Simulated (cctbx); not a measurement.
**Diagnosing a refinement**

Cell a = 5.2780 Å, b = 6.3380 Å, c = 11.5150 Å, α = 90.00°, β = 90.00°, γ = 90.00°; space group Amm2 (no. 38).

The data are simulated with cctbx, not measured: synchrotron X-rays, λ = 0.4959 Å, to d = 0.84 Å, 80 % of the full sphere, strongest reflection 70000 counts, noise from counting, a 6 % proportional error and a noise floor of 8 counts (s.d.); no absorption.

An anisotropic refinement with weights 1/σ² prints:

```text
Rint 0.038, 414 unique reflections to 0.84 A
cycle     R1     wR2    GooF  max shift (A)
   1  0.2605  0.4392   8.555   0.02260
  10  0.2019  0.3137   6.111   0.00013
final R1 0.2018 wR2 0.3137 GooF 6.111  parameters 24  data/parameter 17.2
atom        x        y        z      Ueq    occ   su(xyz)  su(Uiso or U11)
Hg1    0.00000  0.50000  0.33959  -0.0063  1.000  0.00059  0.0023  NPD
Hg2    0.00000  0.00000  0.33616  -0.0060  1.000  0.00047  0.0022  NPD
Hg3    0.00000  0.25485  0.07685  -0.0119  1.000  0.00054  0.0018  NPD
Hg4    0.50000  0.75294  0.41220  -0.0065  1.000  0.00138  0.0018  NPD
Sm1    0.50000  0.50000  0.16613   0.0019  1.000  0.00275  0.0026  NPD
difference map: max 127.69 min -16.19 rms 9.94
Q1    0.0000  0.2498  0.0840    4  127.72  0.09 A from Hg3
Q2    0.0000  0.0000  0.8334    2  127.37  0.07 A from Hg1
Q3    0.0000  0.0000  0.3334    2  127.21  0.03 A from Hg2
Q4    0.5000  0.0000  0.1601    2  111.72  3.17 A from Sm1
Q5    0.5000  0.2501  0.4090    4  101.49  0.04 A from Hg4
Q6    0.5000  0.0000  0.6596    2   94.79  0.07 A from Sm1
```

Q: Accept it or mend it, and why?

Mend it. The fault: an atom left out, Zn at (1/2, 0, 0.1689). Against the right model at the same level, R1 goes from 0.0189 to 0.2018 and GooF from 0.95 to 6.11, U of Hg3 shrinks from 0.0046 to -0.0119 Å², U of Hg1 shrinks from 0.0039 to -0.0063 Å², U of Hg4 shrinks from 0.0038 to -0.0065 Å², U of Hg2 shrinks from 0.0026 to -0.0060 Å² and the top difference peak, 127.7 e/Å³, lies on Hg3. Q4 is the missing atom. With scattering power missing, scale and phases suffer, so peaks may also grow on the heavy atoms.

The compound is SmZnHg6. The right model at the same level gives:

```text
Rint 0.038, 414 unique reflections to 0.84 A
cycle     R1     wR2    GooF  max shift (A)
   1  0.0209  0.0600   1.175   0.01604
   5  0.0189  0.0486   0.952   0.00039
final R1 0.0189 wR2 0.0486 GooF 0.952  parameters 28  data/parameter 14.8
atom        x        y        z      Ueq    occ   su(xyz)  su(Uiso or U11)
Hg1    0.00000  0.50000  0.34022   0.0039  1.000  0.00008  0.0003
Hg2    0.00000  0.00000  0.33686   0.0026  1.000  0.00005  0.0003
Hg3    0.00000  0.25396  0.07792   0.0046  1.000  0.00006  0.0003
Hg4    0.50000  0.75664  0.41046   0.0038  1.000  0.00016  0.0003
Sm1    0.50000  0.50000  0.16441   0.0049  1.000  0.00039  0.0004
Zn1    0.50000  0.00000  0.17055   0.0010  1.000  0.00077  0.0010  NPD
Flack x: -0.03(4)
Hooft y: -0.041(38)  Bijvoet pairs: 193
difference map: max 1.15 min -1.13 rms 0.34
Q1    0.5000  0.0000  0.0935    2    1.22  0.89 A from Zn1
Q2    0.5000  0.0000  0.5947    2    1.09  0.80 A from Sm1
Q3    0.5000  0.1867  0.8352    4    1.07  0.97 A from Hg4
Q4    0.0000  0.2445  0.2701    4    0.97  1.73 A from Hg2
Q5    0.0000  0.2298  0.1531    4    0.97  0.88 A from Hg3
Q6    0.2654  0.2426  0.0420    8    0.95  1.46 A from Hg3
```

The model was made for the exercise: a known structure type with other elements put in, its volume estimated, not relaxed; displacement parameters are assumed.

[Middle refinement cycles are left out of these outputs.]

[Logs are printed without paths, hosts, clocks, repeated set-up lines and the standing remarks that a program may print on its own settings, such as how far it seeks lower states.]
